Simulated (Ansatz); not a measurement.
# Squeezing and shearing a frame of liquid 77ZrO2-23SiO2 (mol %) from 1800 K (90 atoms), part 2 of 4

Aim: relax a frame of liquid 77ZrO2-23SiO2 (mol %) from 1800 K (90 atoms), then change its volume and shape to read moduli from the stress.

Ansatz 0.2.0; Kohn-Sham DFT, PBE, PAW (set soft_2), plane waves.

The cell: 23 Zr, 7 Si and 60 O. The network of bonds at the start is that of the classical potential that made the cell. Sampling is at Γ alone.

So far. Step 2 (Single point at the start): The r.m.s. force at the start is 1.9 eV/Å. Step 3 (Cell and atoms relaxed): The relaxation converged after 18 steps, with a largest force component of 0.047 eV/Å.

## 4. Single point at the relaxed geometry

One more single point at the end of the walk gives the fuller output and checks the residual forces.

File input.yaml:

```yaml
crystal:
  lattice:
    - [10.69443, 0.12243, 0.34911]
    - [0.12243, 10.88592, -0.0106]
    - [0.34911, -0.0106, 10.39591]
  atoms:
    - { symbol: Zr, position: [0.17958, 0.82989, 0.32149] }
    - { symbol: Zr, position: [0.00046, 0.33267, 0.41719] }
    - { symbol: Zr, position: [0.29569, 0.66677, 0.63173] }
    - { symbol: Zr, position: [0.47314, 0.81554, 0.41223] }
    - { symbol: Zr, position: [0.14107, 0.11332, 0.19554] }
    - { symbol: Zr, position: [0.70351, 0.72378, 0.63911] }
    [... 78 atom lines left out ...]
    - { symbol: O, position: [0.28554, 0.0154, 0.02362] }
    - { symbol: O, position: [0.98625, 0.46274, 0.02892] }
    - { symbol: O, position: [0.2484, 0.07397, 0.60932] }
    - { symbol: O, position: [0.60952, 0.60794, 0.77964] }
    - { symbol: O, position: [0.40264, 0.08624, 0.79089] }
    - { symbol: O, position: [0.11301, 0.13715, 0.84569] }
kpoints:
  mp_grid: { grid: [1, 1, 1] }
hamiltonian:
  xc: pbe
scf:
  occupations: { method: gaussian, width: 0.025 }
output:
  forces: true
  stress: true
  populations: intrinsic
  dos:
    method: { smearing: { sigma: 0.08 } }
    de: 0.1
    projected: { site_lists: { O: [O], Si: [Si], Zr: [Zr] } }
  eigenvalues: true
  write_density: true
  write_potential: true
  volumetric_format: npy
```

Started as:

```
$ ansatz run input.yaml --threads 4 --pin off --max-ram 8192MiB --backend cpu --events-out ev --progress --plain --runs-dir out
```

What it wrote:

```text
[...]
Crystal: 90 atoms, lattice volume = 1208.794 Å³
Basis set: ecut = 420 eV, 23615 PW (Γ), exchange–correlation on 144×150×144 points (8 copies of the dense FFT grid, shifted against one another)
Bands: 422, of which v1, the nominal top of the filled ones, is band 332 counted from 1 (331 counted from 0)
Symmetry: 1 space group operations
[...]
k-points: 1
[...]
SCF iter   1: F=—  HF=-134858.372234 eV  |F-HF|=—  |Δ(HF+E_count)|=         —  Δρ=3.59e-3  dr2=1.22e-1  ethr=1.77e-3  ⟨swp⟩=6.0  Hψ=1624  notcnv=0  defer=52
[...]
SCF iter  10: F=-134858.365417 eV  HF=-134858.365417 eV  |F-HF|=2.78e-8  |Δ(HF+E_count)|=   1.90e-7  Δρ=2.48e-6  dr2=6.80e-8  ethr=1.51e-11  ⟨swp⟩=19.0  Hψ=3243  notcnv=0
SCF 1 converged in 10 iterations: F = -134858.365417 eV  dr2 = 6.80e-8
[...]
SCF converged after 10 iterations
Free energy (F): -134858.365417 eV
[...]
Internal energy: -134858.365417 eV  (E = F + TS)
E sigma→0 (E₀):  -134858.365417 eV
Fermi energy:    8.900111 eV
[...]
--- Forces (eV/Å), atoms counted from 1 ---
  atom   1  Zr    -0.01508655     0.00107818    -0.01704440
  atom   2  Zr    -0.00364530     0.00608230    -0.00826279
  atom   3  Zr    -0.00386749     0.00731189     0.01721832
  atom   4  Zr     0.00881448     0.00070128    -0.00169018
  atom   5  Zr     0.01952761     0.01200531    -0.02270045
  atom   6  Zr    -0.01654451     0.00180977     0.01641543
  atom   7  Zr    -0.00739859     0.00100573    -0.01004975
  atom   8  Zr    -0.01403583    -0.01279480     0.00134332
  atom   9  Zr    -0.00415037    -0.00509314     0.00909016
  atom  10  Zr    -0.00334001    -0.00825567     0.00361561
  atom  11  Zr    -0.00509990    -0.00524122    -0.00509589
  atom  12  Zr     0.00484907    -0.00841269    -0.01003577
  atom  13  Zr    -0.02568833     0.00019506    -0.00292779
  atom  14  Zr    -0.01382180    -0.00242419     0.01276682
[...]
atom  89  O      0.00677656     0.01613072    -0.00824212
  atom  90  O      0.00482598    -0.00709506    -0.00371271
  max |Σ_I F_I| component: 7.36e-5 eV/Å
--- Stress (GPa, compression-positive) ---
        0.029169       0.019445       0.014808
        0.019445       0.014564       0.005176
        0.014808       0.005177      -0.000801
  P = ⅓ Tr σ = 0.0143 GPa (0.143 kbar)
--- Band table (eV) ---
[...]
--- intrinsic populations: 90 sites ---
  site symbol       q [e]
     0     Zr     10.5232
     1     Zr     10.4834
     2     Zr     10.5179
[...]
89      O      6.6145
  spilling = -0.000000 (of n_electrons = 664.000000)
```

It took 15 s on 4 threads of Intel Xeon Platinum 8488C (Sapphire Rapids), shared host; peak memory 1.8 GiB.

The run gave:

```
free energy                                      : -134858.3654 eV
free energy per atom                             : -1498.4263 eV/atom
SCF cycles                                       : 10
pressure                                         : 0.01431 GPa
r.m.s. force component                           : 0.01024 eV/Å
longest force                                    : 0.05847 eV/Å
Fermi energy                                     : 8.9 eV
gap (highest filled to lowest empty level) : 3.615 eV
```

Intrinsic-atomic-orbital charges by element and coordination:

| element | coordination | atoms | mean charge (e) | spread | least | most |
| --- | --- | --- | --- | --- | --- | --- |
| O | all | 60 | -0.759 | 0.0676 | -0.885 | -0.615 |
| O | 2 | 14 | -0.741 | 0.095 | -0.885 | -0.615 |
| O | 3 | 41 | -0.765 | 0.0567 | -0.848 | -0.681 |
| O | 4 | 5 | -0.752 | 0.0437 | -0.840 | -0.728 |
| Si | all | 7 | 1.66 | 0.0227 | 1.62 | 1.69 |
| Zr | all | 23 | 1.48 | 0.0255 | 1.42 | 1.52 |
| Zr | 5 | 3 | 1.47 | 0.0125 | 1.45 | 1.48 |
| Zr | 6 | 14 | 1.47 | 0.0295 | 1.42 | 1.52 |
| Zr | 7 | 4 | 1.48 | 0.0226 | 1.45 | 1.51 |
| Zr | 8 | 2 | 1.49 | 0.003 | 1.48 | 1.49 |

Density of states as counts of states in windows of 1 eV (from the Fermi level), total and the larger projections:

| from (eV) | to (eV) | total | O p | Zr d |
| --- | --- | --- | --- | --- |
| -10 | -9 | 2.2 | 1.5 | 0.1 |
| -9 | -8 | 8.2 | 5.2 | 0.6 |
| -8 | -7 | 6.1 | 4.3 | 0.5 |
| -7 | -6 | 37.6 | 27.0 | 5.6 |
| -6 | -5 | 65.0 | 47.8 | 13.2 |
| -5 | -4 | 75.1 | 60.1 | 10.9 |
| -4 | -3 | 85.0 | 74.3 | 7.0 |
| -3 | -2 | 72.2 | 66.9 | 3.4 |
| -2 | -1 | 6.8 | 6.4 | 0.3 |
| -1 | 1 | 0.0 | 0.0 | 0.0 |
| 1 | 2 | 2.3 | 0.3 | 1.8 |
| 2 | 3 | 52.5 | 5.5 | 43.6 |
| 3 | 4 | 58.8 | 8.3 | 44.8 |
| 4 | 5 | 44.9 | 7.6 | 29.9 |

The curve was stored every 0.10 eV, coarse against its broadening of 0.08 eV, so these counts are rough.

Between -26 and -10 eV lie 122 more states.

The levels nearest the highest filled one (over half full), pooled over k-points and spins:

| level less the highest filled one (eV) | occupation |
| --- | --- |
| -0.283 | 2 |
| -0.272 | 2 |
| -0.230 | 2 |
| -0.134 | 2 |
| -0.105 | 2 |
| 0 | 2 |
| 3.61 | 0 |
| 3.87 | 0 |
| 3.90 | 0 |
| 3.98 | 0 |
| 4.01 | 0 |
| 4.02 | 0 |

Electrostatic potential energy in the bc plane at fractional x = 0.411, with atoms of Zr and Si and O within 0.2 Å of it. With pseudopotentials it is smooth inside the atoms' cores, unlike the true potential.

Ten even steps from '0' (-47 eV) to '9' (13 eV), each cell a mean:
```
9999999998535999999999888999999
9999999897202799999987667899999
9999998888545899999975224789999
9866898888999999998874003689999
9411588889999999987886435799999
9522699998999999999988778899999
9877889853479999999998899999999
9864468830159999999988999999999
8620026863366789999888899999999
8500015887521378999888789999999
8631137887300058999998899999999
9876678766511378999999988888999
9998897312666789999999876557899
9999998313788999999999863136899
9999999767899999999999864236899
9999998877899999999999987678999
9999998766876899888999998888999
9999888877731378656789999986799
7788679989731375200378999997887
2368899999987874000168999999863
0047999999999985100378999999730
0047999999999987545789999999740
3478999999999999888899999999864
8889999999999999999999999999988
```
Columns run along b (10.9 Å; values clipped at the 3rd and 97th percentile), rows up along c (10.4 Å). Atoms in or near the plane, at fractional coordinates: Zr at (0.56, 0.17), Si at (0.39, 0.55), O at (0.31, 0.68), O at (0.27, 0.45), O at (0.36, 0.93), O at (0.39, 0.24), O at (0.09, 0.79).

Valence density in the bc plane at fractional x = 0.411, with atoms of Zr and Si and O within 0.2 Å of it. It is the smooth field of the valence electrons, not physical close to the nuclei.

Ten steps, logarithmic in the rise over the least value, from '_' (0.0 e/Å³) to '@' (6.8 e/Å³), each cell a mean:
```
........______..::++##%%##++::..__....::--::::::....::::......
..........__..::--**@@@@%%**--..........::--==++==::......____
..::----::::::::--++##%%##++--::::::--::--++####**==::..______
--++####++--::::----======--::::--++++====**##%%##==::..____..
==##@@@@##==::::::::::::......::==****++==++****++==--....__::
==##@@@@##==::--==++==--..____::--==++==--::--==----::....__..
--++****++----==##%%%%**--..__....::::::::::::::::::....____..
..--++****++==++%%@@@@##==::..__......::::----::::..__________
..++##%%%%##++++##%%%%**==::::::......::==++++==--..__________
::++%%%%%%%%++--==++++==----==----::::::==++**++--..__________
::==**%%%%**==--======::..--++++==--::::--==++==--::..____....
::----==++====**##**++--::--======::....::::--------::......::
::::::..::--**%%@@%%**==--::----::..______..::--++**++--::::::
::....__..::++%%@@%%**--::......__________..::==**####++::..::
..________..==++****==::..________________..::==**##**==::....
________....::--==--------::..________..::::::::========--::..
____..::------------==******==::....::::----::::::--==++==--..
....--==++++==----==**%%@@%%**====++++==----::..::--++****==::
----==++****==--::--**%%@@%%**++##%%%%**==::......--++**++====
##**++++++++--::..::--++**++==**%%%%%%##++::..__....--====++##
%%%%**==--::..______..::::::--++%%%%%%##==::..______..::==**%%
%%%%**--..__________________..--++****++--::..______....--**%%
****==::____________........__..::::--====--::..__......::==**
----::..________..::======::........::--==--::......::::::::--
```
Columns run along b (10.9 Å), rows up along c (10.4 Å). Atoms in or near the plane, at fractional coordinates: Zr at (0.56, 0.17), Si at (0.39, 0.55), O at (0.31, 0.68), O at (0.27, 0.45), O at (0.36, 0.93), O at (0.39, 0.24), O at (0.09, 0.79).

Between filled and empty levels lie 3.61 eV (at Γ alone); a semilocal functional tends to put such gaps too low. In a disordered cell it changes from sample to sample, and tail or defect levels can set it. Mean intrinsic-atomic-orbital charges: O -0.76, Si +1.66, Zr +1.48 e. The largest share in the top eV of filled states is O p (94 % of the projected weight), and in the lowest eV of empty states Zr d (85 % of the projected weight).

## 5. Volume -3 %

The relaxed cell is scaled evenly and the atoms are relaxed again; the stress at the end gives one point of P(V).

input.yaml, the sections that differ from step 4:

```yaml
crystal:
  lattice:
    - [10.5864, 0.12119, 0.34558]
    - [0.12119, 10.77595, -0.01049]
    - [0.34558, -0.01049, 10.29089]
  atoms:
    [... the 90 atom lines of step 4 ...]
output:
  forces: true
  eigenvalues: true
  stress: true
relax:
  f_tol: 0.05
  max_steps: 70
# kpoints, hamiltonian, scf: as in step 4
```

What it wrote:

```text
Warning: output.stress: scf.convergence.dr2_threshold = 1e-7 eV (the SCF's general default) is looser than the 9e-9 eV advised for a printed stress (1e-10 eV for each atom of the cell: 90). What an SCF threshold leaves in a stress goes as its square root, and in the free energy as the threshold itself, and one threshold admits the most on a small cell: [...]
[...]
Crystal: 90 atoms, lattice volume = 1172.529 Å³
Basis set: ecut = 420 eV, 22897 PW (Γ), exchange–correlation on 144×150×144 points (8 copies of the dense FFT grid, shifted against one another)
Bands: 422, of which v1, the nominal top of the filled ones, is band 332 counted from 1 (331 counted from 0)
Symmetry: 1 space group operations
[...]
k-points: 1
[...]
SCF iter   1: F=—  HF=-134857.701817 eV  |F-HF|=—  |Δ(HF+E_count)|=         —  Δρ=3.75e-3  dr2=1.33e-1  ethr=1.77e-3  ⟨swp⟩=6.0  Hψ=1616  notcnv=0  defer=57
[...]
SCF iter   5: F=—  HF=-134857.691658 eV  |F-HF|=—  |Δ(HF+E_count)|=   1.75e-4  Δρ=1.40e-4  dr2=2.15e-4  ethr=1.02e-7  ⟨swp⟩=2.0  Hψ=606  notcnv=0  defer=83
SCF iter   6: F=-134857.691684 eV  HF=-134857.691676 eV  |F-HF|=8.06e-6  |Δ(HF+E_count)|=   1.85e-5  Δρ=4.88e-5  dr2=2.97e-5  ethr=9.41e-9  ⟨swp⟩=11.0  Hψ=2072  notcnv=0
SCF 1 converged in 6 iterations: F = -134857.691684 eV  dr2 = 2.97e-5
[...]
relax step   1: F+E_penalty+E_count = -134857.69168440 eV  Δ(F+E_penalty+E_count) = +0.000e0 eV  max|allowed force component| = 5.099e-1 eV/Å  Δτ_max = 0.0000 Å  (6 SCF iters, dr2 threshold 6.25e-5 eV, accepted)
[...]
relax step   2: F+E_penalty+E_count = -134857.90972060 eV  Δ(F+E_penalty+E_count) = -2.180e-1 eV  max|allowed force component| = 3.095e-1 eV/Å  Δτ_max = 0.0776 Å  (6 SCF iters, dr2 threshold 1.63e-5 eV, accepted)
[...]
relax step   3: F+E_penalty+E_count = -134857.96809980 eV  Δ(F+E_penalty+E_count) = -5.838e-2 eV  max|allowed force component| = 1.518e-1 eV/Å  Δτ_max = 0.0269 Å  (6 SCF iters, dr2 threshold 5.99e-6 eV, accepted)
relax step   4: F+E_penalty+E_count = -134857.97902217 eV  Δ(F+E_penalty+E_count) = -1.092e-2 eV  max|allowed force component| = 2.790e-1 eV/Å  Δτ_max = 0.1843 Å  (8 SCF iters, dr2 threshold 5.55e-6 eV, accepted)
relax step   5: F+E_penalty+E_count = -134858.00744725 eV  Δ(F+E_penalty+E_count) = -2.843e-2 eV  max|allowed force component| = 8.503e-2 eV/Å  Δτ_max = 0.0772 Å  (6 SCF iters, dr2 threshold 1.87e-5 eV, accepted)
relax step   6: F+E_penalty+E_count = -134858.01300106 eV  Δ(F+E_penalty+E_count) = -5.554e-3 eV  max|allowed force component| = 5.762e-2 eV/Å  Δτ_max = 0.0726 Å  (9 SCF iters, accepted)
relax step   7: F+E_penalty+E_count = -134858.01315975 eV  Δ(F+E_penalty+E_count) = -1.587e-4 eV  max|allowed force component| = 7.785e-2 eV/Å  Δτ_max = 0.0375 Å  (9 SCF iters, accepted)
relax step   8: F+E_penalty+E_count = -134858.01561399 eV  Δ(F+E_penalty+E_count) = -2.454e-3 eV  max|allowed force component| = 2.541e-2 eV/Å  Δτ_max = 0.0293 Å  (6 SCF iters, dr2 threshold 2.78e-6 eV, accepted)
[...]
relax step   9: F+E_penalty+E_count = -134858.01561440 eV  Δ(F+E_penalty+E_count) = -4.134e-7 eV  max|allowed force component| = 2.531e-2 eV/Å  Δτ_max = 0.0000 Å  (4 SCF iters, accepted)
SCF converged after 4 iterations
Free energy (F): -134858.015614 eV
[...]
Internal energy: -134858.015614 eV  (E = F + TS)
E sigma→0 (E₀):  -134858.015614 eV
Fermi energy:    9.302495 eV
[...]
Σ components = -134858.015614   (vs F -134858.015614, Δ=0.00e0)
--- Forces (eV/Å), atoms counted from 1 ---
  atom   1  Zr     0.00350252    -0.00009559     0.00979640
  atom   2  Zr     0.00459066    -0.00519251     0.01567852
  atom   3  Zr     0.00464291    -0.00045571    -0.00622848
  atom   4  Zr    -0.00208056     0.00091705     0.00763589
[...]
atom  90  O     -0.00285662     0.00962842     0.00735127
  max |Σ_I F_I| component: 7.87e-5 eV/Å
--- Stress (GPa, compression-positive) ---
        3.366581       0.114613      -0.165326
        0.114613       3.204525      -0.038356
       -0.165326      -0.038356       2.851919
  P = ⅓ Tr σ = 3.1410 GPa (31.410 kbar)
--- Band table (eV) ---
[...]
--- Relaxed structure (9 steps of the walk, 9 accepted, 0 SCFs on fresh bases) ---
  F+E_penalty+E_count = -134858.01561440 eV   max|allowed force component| = 2.531e-2 eV/Å
  atoms:
    - { symbol: Zr, position: [0.178859, 0.829881, 0.321518] }
    - { symbol: Zr, position: [0.00211373, 0.333396, 0.415885] }
    - { symbol: Zr, position: [0.292308, 0.663964, 0.628638] }
    - { symbol: Zr, position: [0.474267, 0.812733, 0.408817] }
[...]
- { symbol: O, position: [0.111572, 0.138839, 0.839485] }
```

Wall time 84 s (4 threads); peak memory 1.7 GiB; 5.2 min of CPU time.

The program notes that the SCF threshold is loose for the stress.

The relaxation converged after 9 steps, 0.324 eV below its start, with a largest force component of 0.025 eV/Å.

Volume -3 %: the energy stands 0.350 eV above that of the reference, at a pressure of 3.14 GPa.

## 6. Volume +3 %

The relaxed cell is scaled to another volume.

input.yaml, the sections that differ from step 5:

```yaml
crystal:
  lattice:
    - [10.80032, 0.12364, 0.35257]
    - [0.12364, 10.99371, -0.0107]
    - [0.35257, -0.0107, 10.49885]
  atoms:
    [... the 90 atom lines of step 4 ...]
# kpoints, hamiltonian, scf, output, relax: as in step 5
```

What it wrote:

```text
[...]
Crystal: 90 atoms, lattice volume = 1245.058 Å³
Basis set: ecut = 420 eV, 24375 PW (Γ), exchange–correlation on 150×150×144 points (8 copies of the dense FFT grid, shifted against one another)
Bands: 422, of which v1, the nominal top of the filled ones, is band 332 counted from 1 (331 counted from 0)
Symmetry: 1 space group operations
[...]
k-points: 1
[...]
SCF iter   1: F=—  HF=-134857.781959 eV  |F-HF|=—  |Δ(HF+E_count)|=         —  Δρ=3.45e-3  dr2=1.14e-1  ethr=1.77e-3  ⟨swp⟩=6.0  Hψ=1624  notcnv=0  defer=52
[...]
SCF iter   5: F=—  HF=-134857.775096 eV  |F-HF|=—  |Δ(HF+E_count)|=   1.79e-4  Δρ=1.36e-4  dr2=2.22e-4  ethr=1.06e-7  ⟨swp⟩=2.0  Hψ=614  notcnv=0  defer=83
SCF iter   6: F=-134857.775131 eV  HF=-134857.775123 eV  |F-HF|=8.12e-6  |Δ(HF+E_count)|=   2.71e-5  Δρ=4.97e-5  dr2=3.36e-5  ethr=9.41e-9  ⟨swp⟩=12.0  Hψ=2055  notcnv=0
SCF 1 converged in 6 iterations: F = -134857.775131 eV  dr2 = 3.36e-5
[...]
relax step   1: F+E_penalty+E_count = -134857.77513111 eV  Δ(F+E_penalty+E_count) = +0.000e0 eV  max|allowed force component| = 4.663e-1 eV/Å  Δτ_max = 0.0000 Å  (6 SCF iters, dr2 threshold 6.25e-5 eV, accepted)
[...]
relax step   2: F+E_penalty+E_count = -134857.97202186 eV  Δ(F+E_penalty+E_count) = -1.969e-1 eV  max|allowed force component| = 2.925e-1 eV/Å  Δτ_max = 0.0868 Å  (7 SCF iters, dr2 threshold 1.36e-5 eV, accepted)
[...]
relax step   3: F+E_penalty+E_count = -134858.02838023 eV  Δ(F+E_penalty+E_count) = -5.636e-2 eV  max|allowed force component| = 1.540e-1 eV/Å  Δτ_max = 0.0201 Å  (6 SCF iters, dr2 threshold 5.35e-6 eV, accepted)
relax step   4: F+E_penalty+E_count = -134858.02116765 eV  Δ(F+E_penalty+E_count) = +7.213e-3 eV  max|allowed force component| = 3.492e-1 eV/Å  Δτ_max = 0.2000 Å  (8 SCF iters, dr2 threshold 6.57e-6 eV, rejected (line search))
relax step   5: F+E_penalty+E_count = -134858.06843689 eV  Δ(F+E_penalty+E_count) = -4.006e-2 eV  max|allowed force component| = 1.013e-1 eV/Å  Δτ_max = 0.0811 Å  (9 SCF iters, accepted)
relax step   6: F+E_penalty+E_count = -134858.07435917 eV  Δ(F+E_penalty+E_count) = -5.922e-3 eV  max|allowed force component| = 1.335e-1 eV/Å  Δτ_max = 0.1000 Å  (7 SCF iters, dr2 threshold 2.84e-6 eV, accepted)
relax step   7: F+E_penalty+E_count = -134858.07826991 eV  Δ(F+E_penalty+E_count) = -3.911e-3 eV  max|allowed force component| = 5.808e-2 eV/Å  Δτ_max = 0.0375 Å  (6 SCF iters, dr2 threshold 7.71e-6 eV, accepted)
[...]
relax step   8: F+E_penalty+E_count = -134858.07949870 eV  Δ(F+E_penalty+E_count) = -1.229e-3 eV  max|allowed force component| = 2.257e-2 eV/Å  Δτ_max = 0.0174 Å  (8 SCF iters, accepted)
SCF converged after 8 iterations
Free energy (F): -134858.079499 eV
[...]
Internal energy: -134858.079499 eV  (E = F + TS)
E sigma→0 (E₀):  -134858.079499 eV
Fermi energy:    8.523686 eV
[...]
Σ components = -134858.079499   (vs F -134858.079499, Δ=0.00e0)
--- Forces (eV/Å), atoms counted from 1 ---
  atom   1  Zr    -0.00755349     0.00939636    -0.00192323
  atom   2  Zr     0.00048700    -0.00831553    -0.02243986
  atom   3  Zr     0.00470442     0.01747421    -0.01267148
  atom   4  Zr     0.00718800     0.00900357    -0.00558269
[...]
atom  90  O      0.00315480    -0.00506408    -0.00289389
  max |Σ_I F_I| component: 1.18e-4 eV/Å
--- Stress (GPa, compression-positive) ---
       -2.725862      -0.092244       0.152426
       -0.092245      -2.727940       0.124465
        0.152426       0.124465      -2.173500
  P = ⅓ Tr σ = -2.5424 GPa (-25.424 kbar)
--- Band table (eV) ---
[...]
--- Relaxed structure (8 steps of the walk, 7 accepted, 0 SCFs on fresh bases) ---
  F+E_penalty+E_count = -134858.07949870 eV   max|allowed force component| = 2.257e-2 eV/Å
  atoms:
    - { symbol: Zr, position: [0.182547, 0.830322, 0.319591] }
    - { symbol: Zr, position: [-0.00070537, 0.334658, 0.419789] }
    - { symbol: Zr, position: [0.298519, 0.668388, 0.632656] }
    - { symbol: Zr, position: [0.473665, 0.815398, 0.413042] }
[...]
- { symbol: O, position: [0.115451, 0.136322, 0.852353] }
```

Wall time 90 s (4 threads); peak memory 1.8 GiB; 5.5 min of CPU time.

The relaxation converged after 8 steps, 0.304 eV below its start, with a largest force component of 0.023 eV/Å.

Volume +3 %: the energy stands 0.286 eV above that of the reference, at a pressure of -2.54 GPa.

(Part 2 of 4 ends here.)

[Long decimals in the printed logs are rounded to 6 places.]

[Logs are printed without paths, hosts, clocks, repeated set-up lines and the standing remarks that a program may print on its own settings, such as how far it seeks lower states.]

[Hosts, paths, dates, database ids (printed as entryN), source tags and the programs' standing remarks are cut or masked in the printed files.]
